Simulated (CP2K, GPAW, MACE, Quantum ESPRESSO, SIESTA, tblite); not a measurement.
# Si in place of Ge in amorphous Ge at 5.20 g/cm^3 (72 atoms): do the methods agree on the site?

At which of several sites of amorphous Ge at 5.20 g/cm^3 (72 atoms) does Si in place of Ge cost least, and do cheaper methods find the same site as plane waves?

Results are calculated, not measured.

**1. The structure**

The cell holds 72 atoms (72 Ge), with edges of 11.86, 11.86 and 11.86 Å. Recipe: 72 atoms (72 Ge) placed at random at 5.2 g/cm³, melted at 3500 K for 10 ps at fixed volume with the Tersoff potential (Tersoff, Phys. Rev. B 39, 5566 (1989)). Quenched from 3500 K to 300 K at 20 K/ps and fixed volume, annealed at 800 K for 20 ps, held 5 ps, then minimised at fixed cell. Then the atoms were relaxed with MACE MPA-0 medium in the fixed cell.

**2. The reference input**

Quantum ESPRESSO 7.5: Kohn-Sham DFT, PBE, SSSP efficiency 1.3.0 pseudopotentials, plane waves. Its input, pw.in, for the unchanged cell:

```
&control
  calculation = 'scf'
  pseudo_dir = './pseudo'
  outdir = './tmp'
  disk_io = 'none'
  tprnfor = .true.
  tstress = .true.
/
&system
  ibrav = 0
  nat = 72
  ntyp = 1
  ecutwfc = 45
  ecutrho = 360
  nosym = .true.
  occupations = 'smearing'
  smearing = 'fd'
  degauss = 0.003675
/
&electrons
  conv_thr = 3.6e-07
  electron_maxstep = 100
  mixing_beta = 0.2
  mixing_mode = 'local-TF'
  diagonalization = 'david'
/
ATOMIC_SPECIES
Ge 72.630 Ge.upf
CELL_PARAMETERS angstrom
11.86250 0.00000 0.00000
0.00000 11.86250 0.00000
0.00000 0.00000 11.86250
ATOMIC_POSITIONS crystal
Ge 0.58157 0.18173 0.58678
Ge 0.62103 0.50873 0.76047
Ge 0.48198 0.42382 0.18205
Ge 0.79979 0.45721 0.86826
[... 66 atom lines left out ...]
Ge 0.06852 0.85509 0.59581
Ge 0.63829 0.26647 0.39824
K_POINTS gamma
```

```console
$ OMP_NUM_THREADS=1 mpirun -np 4 pw.x -in pw.in > output.txt
```

Elapsed: 4.9 min, on 4 MPI ranks of Arm Neoverse V2, shared host; peak memory 5.3 GiB.

It converged with an r.m.s. force component of 0.16 eV/Å and a pressure of 2.6 GPa.

**3. Programs and settings**

The levels share the cells and solve them as single points, though not every level runs every cell. CPU time is summed over a level's finished runs, on a host shared with the other runs, so it is rough; the force column is the median over cells of the r.m.s. difference of force components from the reference.

```
                       level                       basis or training data  k-points  runs finished  CPU time  peak memory (GiB)  force difference (meV/Å)
                     QE, PBE      plane waves, SSSP efficiency, 45/360 Ry         Γ         6 of 6     1.9 h                5.3                 reference
       CP2K double zeta, PBE   DZVP-MOLOPT-SR, GTH-PBE potentials, 350 Ry         Γ         5 of 5   7.8 min                2.2                        24
       CP2K triple zeta, PBE         TZVP-UZH, GTH-PBE potentials, 350 Ry         Γ         5 of 5    14 min                4.8                        26
               GPAW dzp, PBE                  dzp orbitals, PAW, h 0.18 Å         Γ         5 of 5    21 min                2.1                        44
             SIESTA DZP, PBE     DZP orbitals, shift 0.01 Ry, mesh 300 Ry         Γ         5 of 5    30 min                1.5                       113
       CP2K double zeta, LDA  DZVP-MOLOPT-SR, GTH-PADE potentials, 350 Ry         Γ         5 of 5   5.9 min                2.1                        97
CP2K double zeta, PBE+D3(BJ)   DZVP-MOLOPT-SR, GTH-PBE potentials, 350 Ry         Γ         5 of 5   7.8 min                2.2                        28
             tblite GFN1-xTB   tight binding with its own dispersion term         Γ         5 of 5      35 s               0.15                       143
          MACE MP-0b3 medium           trained on PBE(+U) plane-wave data         -         6 of 6      41 s               0.82                       177
           MACE MPA-0 medium           trained on PBE(+U) plane-wave data         -         6 of 6      40 s               0.81                       163
```

The reference's own r.m.s. force component runs from 162 to 165 meV/Å over these cells. MACE MPA-0 medium relaxed the atoms, so in the cells that it relaxed its own forces are small, and its entry isn't an independent test there.

**4. The sites**

Each changed cell was relaxed with MACE MPA-0 medium before the single points. Neighbours are the site's nearest atoms before the change.

| site | nearest atoms | their mean distance (Å) | atoms within 6 Å | largest move on relaxing (Å) | longest force left in the reference (eV/Å) |
| --- | --- | --- | --- | --- | --- |
| Ge13 | Ge4 | 2.45 | 38 | 0.08 | 0.65 |
| Ge42 | Ge5 | 2.58 | 39 | 0.12 | 0.65 |
| Ge44 | Ge4 | 2.49 | 36 | 0.09 | 0.63 |
| Ge8 | Ge4 | 2.50 | 38 | 0.09 | 0.63 |
| Ge2 | Ge6 | 2.78 | 38 | 0.22 | 0.60 |

**5. Site energies**

All changed cells hold the same atoms, so within one level their energies compare with no chemical potential. Energies in eV, less that of Ge13, the reference's cheapest site; the last column is the largest deviation from the reference once each row's mean is taken off.

| level | Ge13 | Ge42 | Ge44 | Ge8 | Ge2 | cheapest | largest deviation |
| --- | --- | --- | --- | --- | --- | --- | --- |
| QE, PBE | 0.00 | 0.05 | 0.09 | 0.14 | 0.37 | Ge13 | - |
| CP2K double zeta, PBE | 0.00 | 0.06 | 0.09 | 0.15 | 0.41 | Ge13 | 0.03 |
| CP2K triple zeta, PBE | 0.00 | 0.05 | 0.09 | 0.16 | 0.40 | Ge13 | 0.02 |
| GPAW dzp, PBE | 0.00 | 0.04 | 0.10 | 0.15 | 0.42 | Ge13 | 0.04 |
| SIESTA DZP, PBE | 0.00 | 0.07 | 0.14 | 0.20 | 0.59 | Ge13 | 0.15 |
| CP2K double zeta, LDA | 0.00 | 0.05 | 0.06 | 0.12 | 0.29 | Ge13 | 0.05 |
| CP2K double zeta, PBE+D3(BJ) | 0.00 | 0.06 | 0.09 | 0.15 | 0.41 | Ge13 | 0.03 |
| tblite GFN1-xTB | 0.00 | -0.31 | 0.02 | 0.01 | -0.20 | Ge42 | 0.34 |
| MACE MP-0b3 medium | 0.00 | 0.12 | 0.08 | 0.07 | 0.13 | Ge13 | 0.18 |
| MACE MPA-0 medium | 0.00 | 0.11 | 0.09 | 0.11 | 0.31 | Ge13 | 0.07 |

**6. Findings**

In the reference the cheapest site is Ge13 (Ge4) and the dearest Ge2 (Ge6), 0.37 eV higher. 8 of the 9 other levels pick the same cheapest site; tblite GFN1-xTB picks Ge42. The two cheapest sites lie only 0.051 eV apart in the reference, so their order is fragile.

CP2K triple zeta, PBE follows the reference most closely (0.02 eV at worst) and tblite GFN1-xTB least (0.34 eV). The other programs at PBE deviate by 0.15 eV at most, the learned potentials by 0.07 to 0.18 eV.

Caveats: The geometries are those of MACE MPA-0 medium; forces of up to 0.65 eV/Å remain in the reference, so relaxing in DFT would lower the energies, by amounts that can differ from site to site and can change the order. For MACE MPA-0 medium alone these are relaxed energies. Defects interact with their periodic images. Only 5 of the 72 Ge sites are compared. Learned potentials don't solve for electrons, so the charge or spin state of a defect can't be set in them. The quench rate of 20 K/ps is many orders above laboratory rates, so the cell is likely richer in defects and strain than a real sample. The reference samples only Γ, in a cell whose shortest periodic width is 12 Å. The reference isn't exact: its cutoffs and mesh weren't converged further here. SIESTA's automatically made basis is far from complete, and its potentials were converted by us (checked for H, C, O, Si, Ge and Ca alone). Spin–orbit coupling is left out. Where levels are smeared, the DFT runs use Fermi–Dirac occupations at 580 K (0.05 eV), and energies are free energies.

[Logs are printed without paths, hosts, clocks, repeated set-up lines and the standing remarks that a program may print on its own settings, such as how far it seeks lower states.]

[Hosts, paths, dates, database ids (printed as entryN), source tags and the programs' standing remarks are cut or masked in the printed files.]
